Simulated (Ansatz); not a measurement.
# Ru(0001) with 2 thermally displaced layers, 2x2: scattering by thermal displacements

How much do lattice vibrations at 180 K scatter the electrons of Ru? Layers with random displacements are laid between perfect leads, and the resistance is followed against their length.

Method: Ansatz plane-wave DFT, PBE, PAW files; ballistic transport by layer matching (Landauer), zero bias; PAW set soft_1, in Ansatz 0.2.0.

**1. The starting structure**

The cell holds 48 atoms: 48 Ru. Cell: a = 5.412 Å, b = 5.412 Å, c = 25.691 Å, α = 90.0°, β = 90.0°, γ = 120.0°. It derives from Ru. Regions: lead, 40 atoms (40 Ru); scattering region, 8 atoms (8 Ru). The structure is stacked along c, and the current runs across the ab planes.

**2. With 2 displaced layers**

Each atom of 2 layers is moved at random, by amounts drawn from a normal law 0.0304 Å wide in each direction from the Debye model (600 K) at 180 K. The layers about the cell's end stay perfect and serve as the lead. Disorder leaves little or no symmetry, which makes such runs dear. Energies from -0.05 to 0.05 eV in steps of 0.05 eV are too few for the program's thermal sum, so it prints no conductance; for a metal the transmission near the Fermi level serves, at a fraction of the cost.

Contents of input.yaml:

```yaml
crystal:
  lattice:
    - [5.4116, 0.0, 0.0]
    - [-2.7058, 4.6865830751, 0.0]
    - [0.0, 0.0, 25.6914]
  atoms:
    - { symbol: Ru, position: [0.1666666667, 0.3333333333, 0.0416666667] }
    - { symbol: Ru, position: [0.1666666667, 0.8333333333, 0.0416666667] }
    - { symbol: Ru, position: [0.6666666667, 0.3333333333, 0.0416666667] }
    - { symbol: Ru, position: [0.6666666667, 0.8333333333, 0.0416666667] }
    - { symbol: Ru, position: [0.3333333333, 0.1666666667, 0.125] }
    - { symbol: Ru, position: [0.3333333333, 0.6666666667, 0.125] }
    - { symbol: Ru, position: [0.8333333333, 0.1666666667, 0.125] }
    - { symbol: Ru, position: [0.8333333333, 0.6666666667, 0.125] }
    - { symbol: Ru, position: [0.1666666667, 0.3333333333, 0.2083333333] }
    - { symbol: Ru, position: [0.1666666667, 0.8333333333, 0.2083333333] }
    - { symbol: Ru, position: [0.6666666667, 0.3333333333, 0.2083333333] }
    - { symbol: Ru, position: [0.6666666667, 0.8333333333, 0.2083333333] }
    - { symbol: Ru, position: [0.3333333333, 0.1666666667, 0.2916666667] }
    - { symbol: Ru, position: [0.3333333333, 0.6666666667, 0.2916666667] }
    - { symbol: Ru, position: [0.8333333333, 0.1666666667, 0.2916666667] }
    - { symbol: Ru, position: [0.8333333333, 0.6666666667, 0.2916666667] }
    - { symbol: Ru, position: [0.1666666667, 0.3333333333, 0.375] }
    - { symbol: Ru, position: [0.1666666667, 0.8333333333, 0.375] }
    - { symbol: Ru, position: [0.6666666667, 0.3333333333, 0.375] }
    - { symbol: Ru, position: [0.6666666667, 0.8333333333, 0.375] }
    - { symbol: Ru, position: [0.3366827154, 0.173442011, 0.4592094697] }
    - { symbol: Ru, position: [0.342635869, 0.6771506668, 0.4569090483] }
    - { symbol: Ru, position: [0.8255402224, 0.1581133947, 0.4582060311] }
    - { symbol: Ru, position: [0.8388641375, 0.6665245212, 0.4589191819] }
    - { symbol: Ru, position: [0.1564257561, 0.334285794, 0.5405951748] }
    - { symbol: Ru, position: [0.1794963287, 0.8390770091, 0.5427882586] }
    - { symbol: Ru, position: [0.6683267696, 0.3373025343, 0.5424439192] }
    - { symbol: Ru, position: [0.6631243627, 0.8301121046, 0.5415310704] }
    - { symbol: Ru, position: [0.3333333333, 0.1666666667, 0.625] }
    - { symbol: Ru, position: [0.3333333333, 0.6666666667, 0.625] }
    - { symbol: Ru, position: [0.8333333333, 0.1666666667, 0.625] }
    - { symbol: Ru, position: [0.8333333333, 0.6666666667, 0.625] }
    - { symbol: Ru, position: [0.1666666667, 0.3333333333, 0.7083333333] }
    - { symbol: Ru, position: [0.1666666667, 0.8333333333, 0.7083333333] }
    - { symbol: Ru, position: [0.6666666667, 0.3333333333, 0.7083333333] }
    - { symbol: Ru, position: [0.6666666667, 0.8333333333, 0.7083333333] }
    - { symbol: Ru, position: [0.3333333333, 0.1666666667, 0.7916666667] }
    - { symbol: Ru, position: [0.3333333333, 0.6666666667, 0.7916666667] }
    - { symbol: Ru, position: [0.8333333333, 0.1666666667, 0.7916666667] }
    - { symbol: Ru, position: [0.8333333333, 0.6666666667, 0.7916666667] }
    - { symbol: Ru, position: [0.1666666667, 0.3333333333, 0.875] }
    - { symbol: Ru, position: [0.1666666667, 0.8333333333, 0.875] }
    - { symbol: Ru, position: [0.6666666667, 0.3333333333, 0.875] }
    - { symbol: Ru, position: [0.6666666667, 0.8333333333, 0.875] }
    - { symbol: Ru, position: [0.3333333333, 0.1666666667, 0.9583333333] }
    - { symbol: Ru, position: [0.3333333333, 0.6666666667, 0.9583333333] }
    - { symbol: Ru, position: [0.8333333333, 0.1666666667, 0.9583333333] }
    - { symbol: Ru, position: [0.8333333333, 0.6666666667, 0.9583333333] }
kpoints:
  mp_grid: { grid: [5, 5, 1] }
hamiltonian:
  xc: pbe
  pseudopotentials: { kind: paw, azcp: { folder: soft_1 } }
scf:
  occupations: { method: fermi_dirac, width: 0.1 }
output:
  transmission:
    leads: [[0, 8]]
    kmesh: [10, 10]
    e_range: [-0.05, 0.05]
    de: 0.05
  write_potential: true
  write_density: true
  volumetric_format: npy
  elf: true
```

Command:

```sh
> ansatz run input.yaml --threads 4 --pin off --max-ram 15360MiB --backend cpu --events-out ev --progress --plain --runs-dir out
```

Numbers of over 12 decimals in the logs are rounded to 6 here.

The program printed:

```text
Engine: ansatz 0.2.0, aarch64-unknown-linux-gnu
Pseudopotentials: kind: paw
Pseudopotential: Ru, paw, valence charge 16, recommended cutoff 420 eV (normal), soft_1/Ru.paw.azcp
Functional definition: PBE
  parameter kappa = 0.804
  parameter beta = 0.066725
  exchange = pbe_x(kappa = kappa, mu = beta*pi^2/3)
  correlation = pbe_c(beta = beta)
Crystal: 48 atoms, lattice volume = 651.583 Å³
Basis set: ecut = 420 eV, 12691 PW (Γ)
Bands: 461, of which v1, the nominal top of the filled ones, is band 384 counted from 1 (383 counted from 0)
Symmetry: 1 space group operations
Space group: P1 (ITA 1), of the structure as read, at distance tolerance 8.7e-5 Å
k-points: 13 of 25 (time reversal used)
Non-local potential: Ru, projectors of the file, l = 0: 3, l = 1: 2, l = 2: 2, l = 3: 1
PAW form: soft (Blöchl's): semilocal exchange-correlation on the pseudo side does not see the compensation charge
PAW one-centre angular grid: Ru, 590 points (default); XC on 64 Gauss nodes
Initial density: superposition of atomic densities (chi_scale 0.1, normalization cell)
Initial wavefunctions: pseudopotential atomic-orbital guess
Functional: x = pbe(κ = 0.804, μ = 0.219515), c = pbe(β = 0.066725)
SCF iter   1: F=—  HF=-282208.976857 eV  |F-HF|=—  |Δ(HF+E_count)|=         —  Δρ=1.22e-1  dr2=9.33e1  ethr=3.10e-3  ⟨swp⟩=5.0  Hψ=19100  notcnv=0  defer=3
preconditioner: auto → Kerker (q_TF=auto, 2.804 Å⁻¹)  [metal: Δε(μ)=0.075 eV  Ē_g=5.263 eV  σ=0.100 eV  W_gap=0.18  n_scr=268 (ndim 8)  ℏωp=28.5 eV  f_vac=0.000  D(μ)=40.27/eV (n_scr^D=392)]
SCF iter   2: F=—  HF=-282185.522531 eV  |F-HF|=—  |Δ(HF+E_count)|=    2.35e1  Δρ=5.91e-2  dr2=2.12e1  ethr=3.10e-3  ⟨swp⟩=2.8  Hψ=12066  notcnv=0  defer=55
SCF iter   3: F=—  HF=-282179.190193 eV  |F-HF|=—  |Δ(HF+E_count)|=    6.33e0  Δρ=9.53e-3  dr2=2.65e-1  ethr=2.76e-3  ⟨swp⟩=2.0  Hψ=9312  notcnv=0  defer=55
SCF iter   4: F=—  HF=-282179.241596 eV  |F-HF|=—  |Δ(HF+E_count)|=   5.14e-2  Δρ=1.07e-3  dr2=4.48e-3  ethr=3.45e-5  ⟨swp⟩=2.1  Hψ=11249  notcnv=0  defer=55
SCF iter   5: F=—  HF=-282179.242429 eV  |F-HF|=—  |Δ(HF+E_count)|=   8.34e-4  Δρ=2.20e-4  dr2=1.80e-4  ethr=5.83e-7  ⟨swp⟩=3.0  Hψ=13327  notcnv=0  defer=55
SCF iter   6: F=—  HF=-282179.242413 eV  |F-HF|=—  |Δ(HF+E_count)|=   1.58e-5  Δρ=4.83e-5  dr2=1.12e-5  ethr=2.34e-8  ⟨swp⟩=2.5  Hψ=10097  notcnv=0  defer=55
SCF iter   7: F=—  HF=-282179.243751 eV  |F-HF|=—  |Δ(HF+E_count)|=   1.34e-3  Δρ=1.09e-5  dr2=7.01e-7  ethr=1.46e-9  ⟨swp⟩=2.0  Hψ=8426  notcnv=0  defer=55
SCF iter   8: F=-282179.243751 eV  HF=-282179.243751 eV  |F-HF|=1.15e-8  |Δ(HF+E_count)|=   1.15e-7  Δρ=1.61e-6  dr2=1.92e-8  ethr=1.30e-11  ⟨swp⟩=8.2  Hψ=13885  notcnv=0
SCF 1 converged in 8 iterations: F = -282179.243751 eV  dr2 = 1.92e-8
  greatest PAW one-centre occupation: 1.000 electrons in one spin orbital (limit 2), on the Ru atom at site 21 (counted from 0), in its partial waves of l = 0
transmission: 251 of 2496 steps passed
transmission: 500 of 2496 steps passed
[...]
transmission: 2496 of 2496 steps passed
SCF converged after 8 iterations
Free energy (F): -282179.243751 eV
Harris-Foulkes:  -282179.243751 eV  (|F-HF|=1.15e-8)
Internal energy: -282177.717906 eV  (E = F + TS)
E sigma→0 (E₀):  -282178.480828 eV
Entropy (-TS):   -1.525844 eV (-31.788 meV/atom)
Fermi energy:    23.336790 eV
--- Per-component energies (eV) ---
  E_band       = -2694.509587
  E_kinetic    = 22101.229169
  E_local      = -60953.937720  (includes V_loc(G=0)·N_el)
  E_nonlocal   = 19798.384451
  E_hartree    = 20208.994484
  E_xc         = -8167.841889
  E_vxc        = -10329.859661  (∫ρ·V_xc dr)
  E_paw        = -168071.615753  (= ΣΔE_a)
  E_vpaw       = -13728.353591  (= ΣTr[D̂ρ^β])
  E_aug_tail   = 0.030030  (compensation charges beyond the density's cutoff)
  E_ewald      = -107092.960677
  E_smearing   = -1.525844  (= −TS)
  E_closure    = -0.000000  (closes the sum)
  Σ components = -282179.243751   (vs F -282179.243751, Δ=0.00e0)
--- Band table (eV; the first three rows and the last of 13) ---
  k-point 0: bands = [... 380 lower, 23.8747, 23.8794, 24.3588, 24.3655, 24.3716, 24.3748, 24.4941, 24.5138, ... 73 higher]
  k-point 1: bands = [... 380 lower, 23.4803, 23.4899, 23.4974, 23.8294, 23.8329, 24.0191, 24.0259, 24.1157, ... 73 higher]
  k-point 2: bands = [... 380 lower, 22.9598, 23.0086, 23.0163, 23.0985, 23.1758, 23.1799, 23.3655, 23.3692, ... 73 higher]
  k-point 12: bands = [... 380 lower, 23.0901, 23.1211, 23.1305, 23.3215, 23.3327, 23.3700, 23.3715, 23.3761, ... 73 higher]
--- Transmission ---
  basis      : 223 plane waves across, 48 finite elements along
  points     : 52, standing for a mesh of 10 x 10
  energies   : 3 from -0.050000 to 0.050000 eV about the Fermi level, 0.050000 eV apart; the leads are filled to 0.000000 eV, and channels, transmission and decay are at 0.000000 eV
  crystal 0  : Ru8, at the sites [0, 8], period 4.2819 Å, over 21.41 Å; its Hamiltonian steps by up to 2.0 meV
    offset         : up to 0.0000 Å between an atom of the period and one for which it stands
    channels       : 5.160000e0 a spin
    conductance    : none, the energies end too early or step too widely for 300 K: set another output.transmission.e_range or a lower de, or, where they end at an eighth of basis.ecutwfc, a higher one
  junction   : crystal 0 to crystal 0, 0.70 to 22.11 Å
    transmission   : 5.061167e0 a spin
    conductance    : none, the energies end too early or step too widely for 300 K: set another output.transmission.e_range or a lower de, or, where they end at an eighth of basis.ecutwfc, a higher one
```

The job ended after 9.6 min (4 threads of Arm Neoverse V1, shared host; peak memory 6.5 GiB).

This step gave:

| Quantity | Value |
| --- | --- |
| free energy | -282179.2438 eV |
| energy at zero smearing | -282178.4808 eV |
| Fermi energy | 23.34 eV |
| cell area | 25.36 Å² |
| transmission per spin nearest the Fermi level | 5.061 |
| open channels per spin nearest the Fermi level | 5.16 |
| step of the lead's potential | 2 meV |

Per spin. The transmission, zone mean by energy, zero at the Fermi level:

```tsv
energy (eV)	transmission, zone mean
-0.0500	5.08
0.0000	5.06
0.0500	5.44
```

Per spin. Open channels, zone mean, lead against energy, zero at the Fermi level:

```tsv
energy (eV)	open channels, zone mean, lead
-0.0500	5.16
0.0000	5.16
0.0500	5.64
```

Transmission over k1 and k2. At 0.0000 eV from the Fermi level.

Values, 10 rows by 10 columns:
```
 3.9  3.9  4.9  4.8  4.9  3.9  3.9  2.9  2.0  2.8
 3.0  4.8  5.0  5.0  5.0  5.0  4.8  3.0  2.0  2.0
 3.0  4.7  5.0  6.9  8.9  6.8  4.9  4.6  3.0  2.9
 3.9  4.9  5.0  8.9 11.9 11.9  8.9  5.0  4.8  3.9
 5.8  3.8  5.0  6.9 11.9 11.9 11.9  6.9  5.0  3.8
 3.9  3.9  4.8  5.0  8.9 11.9 11.9  8.9  5.0  4.9
 3.0  2.9  3.0  4.6  4.9  6.8  8.9  6.9  5.0  4.7
 3.0  2.0  2.0  3.0  4.8  5.0  5.0  5.0  5.0  4.8
 3.9  2.8  2.0  2.9  3.9  3.9  4.9  4.8  4.9  3.9
 5.8  3.9  3.0  3.0  3.9  5.9  3.9  3.0  3.0  3.9
```
Columns: k1 (b1) from -0.5 to 0.4; rows upwards: k2 (b2) from -0.5 to 0.4.

Open channels over k1 and k2. At 0.0000 eV from the Fermi level.

Values, 10 rows by 10 columns:
```
 4.0  4.0  5.0  5.0  5.0  4.0  4.0  3.0  2.0  3.0
 3.0  5.0  5.0  5.0  5.0  5.0  5.0  3.0  2.0  2.0
 3.0  5.0  5.0  7.0  9.0  7.0  5.0  5.0  3.0  3.0
 4.0  5.0  5.0  9.0 12.0 12.0  9.0  5.0  5.0  4.0
 6.0  4.0  5.0  7.0 12.0 12.0 12.0  7.0  5.0  4.0
 4.0  4.0  5.0  5.0  9.0 12.0 12.0  9.0  5.0  5.0
 3.0  3.0  3.0  5.0  5.0  7.0  9.0  7.0  5.0  5.0
 3.0  2.0  2.0  3.0  5.0  5.0  5.0  5.0  5.0  5.0
 4.0  3.0  2.0  3.0  4.0  4.0  5.0  5.0  5.0  4.0
 6.0  4.0  3.0  3.0  4.0  6.0  4.0  3.0  3.0  4.0
```
Columns: k1 (b1) from -0.5 to 0.4; rows upwards: k2 (b2) from -0.5 to 0.4.

Electrostatic potential energy in the ca plane at fractional y = 0.158, with atoms of Ru within 0.2 Å of it. With pseudopotentials it is smooth inside the atoms' cores, unlike the true potential.

Ten even steps from '0' (-71 eV) to '9' (24 eV), each cell a mean:
```
99999864479999999854589999999854589999999744
99999720048999999610159999999510169999998400
99999610048999999510049999999500169999998400
99999842369999999742379999999732479999999632
98899987899988899987899988899987899988899987
87789999999986799999999987799999999976899999
87899998999987899998999987899998999987899998
99999864479999999854579999999854589999999744
99999720048999999620159999999510169999998400
99999610048999999610049999999500169999998400
99999842369999999842379999999732479999999632
98899987899988899987899988899987899988899987
87789999999986799999999977799999999976899999
87899998999987899998999987899998999987899998
```
Columns run along c (16.0 Å, from fractional 0.19 to 0.81 of the cell; values clipped at the 3rd and 97th percentile), rows up along a (5.4 Å). Atoms in or near the plane, at fractional coordinates: Ru at (0.29, 0.33), Ru at (0.29, 0.83), Ru at (0.46, 0.34), Ru at (0.46, 0.83), Ru at (0.62, 0.33), Ru at (0.62, 0.83), Ru at (0.79, 0.33), Ru at (0.79, 0.83).

ELF in the ca plane at fractional y = 0.158, with atoms of Ru within 0.2 Å of it. It is the smooth field of the valence electrons, not physical close to the nuclei.

Ten even steps from '0' (0.22) to '9' (0.60), each cell a mean:
```
10011158731200011268621101011278621100011378
21121399971221120599961211221699951221221799
21221498981221220598970221221698950221211798
10111279951210121389941210121489831110121599
12211013211112201023201012101023201023111123
14410111111024300111111024301111110035201111
13201111101013201112101013201011111023101011
10011158731100011168731111111278621100011378
21121399971221120499970221221699951221221799
21221498981221220598971221221698950221211798
10111279951210111289841210121489831210121599
12211013211012201013201112101023201022111123
14410111111024300111121034201111110035201111
13201111101013201111111023201011111023101011
```
Columns run along c (16.0 Å, from fractional 0.19 to 0.81 of the cell), rows up along a (5.4 Å). Atoms in or near the plane, at fractional coordinates: Ru at (0.29, 0.33), Ru at (0.29, 0.83), Ru at (0.46, 0.34), Ru at (0.46, 0.83), Ru at (0.62, 0.33), Ru at (0.62, 0.83), Ru at (0.79, 0.33), Ru at (0.79, 0.83).

Valence density in the ca plane at fractional y = 0.158, with atoms of Ru within 0.2 Å of it. It is the smooth field of the valence electrons, not physical close to the nuclei.

Values in units of 1e0 e/Å³, 8 rows by 16 columns, each cell a mean:
```
0.4 0.4 4.3 2.3 0.4 0.4 2.5 3.9 0.4 0.4 1.1 5.2 0.7 0.4 0.5 4.8
0.3 0.4 6.9 3.6 0.3 0.3 4.2 6.5 0.4 0.3 1.7 8.3 1.0 0.3 0.6 7.6
0.8 0.4 1.3 0.8 0.6 0.6 0.9 1.3 0.4 0.7 0.5 1.5 0.4 0.8 0.4 1.4
1.1 0.5 0.5 0.4 0.8 0.8 0.4 0.5 0.5 1.0 0.4 0.5 0.4 1.1 0.4 0.5
0.4 0.4 4.3 2.3 0.4 0.4 2.4 4.1 0.4 0.4 1.1 5.2 0.7 0.4 0.5 4.8
0.3 0.4 6.9 3.6 0.3 0.3 3.8 6.6 0.4 0.3 1.7 8.3 1.0 0.3 0.6 7.6
0.8 0.4 1.3 0.8 0.6 0.6 0.8 1.3 0.5 0.7 0.5 1.5 0.4 0.8 0.4 1.4
1.1 0.5 0.5 0.4 0.8 0.8 0.4 0.4 0.6 1.1 0.3 0.5 0.4 1.1 0.4 0.5
```
Columns run along c (16.0 Å, from fractional 0.19 to 0.81 of the cell), rows up along a (5.4 Å). Atoms in or near the plane, at fractional coordinates: Ru at (0.29, 0.33), Ru at (0.29, 0.83), Ru at (0.46, 0.34), Ru at (0.46, 0.83), Ru at (0.62, 0.33), Ru at (0.62, 0.83), Ru at (0.79, 0.33), Ru at (0.79, 0.83).

Over the solved energies the transmission per spin lies between 5.06 and 5.44, out of 5.32 channels of the lead on average (up to 5.64).

[end of part 1 of 2]

[Logs are printed without paths, hosts, clocks, repeated set-up lines and the standing remarks that a program may print on its own settings, such as how far it seeks lower states.]

[Hosts, paths, dates, database ids (printed as entryN), source tags and the programs' standing remarks are cut or masked in the printed files.]
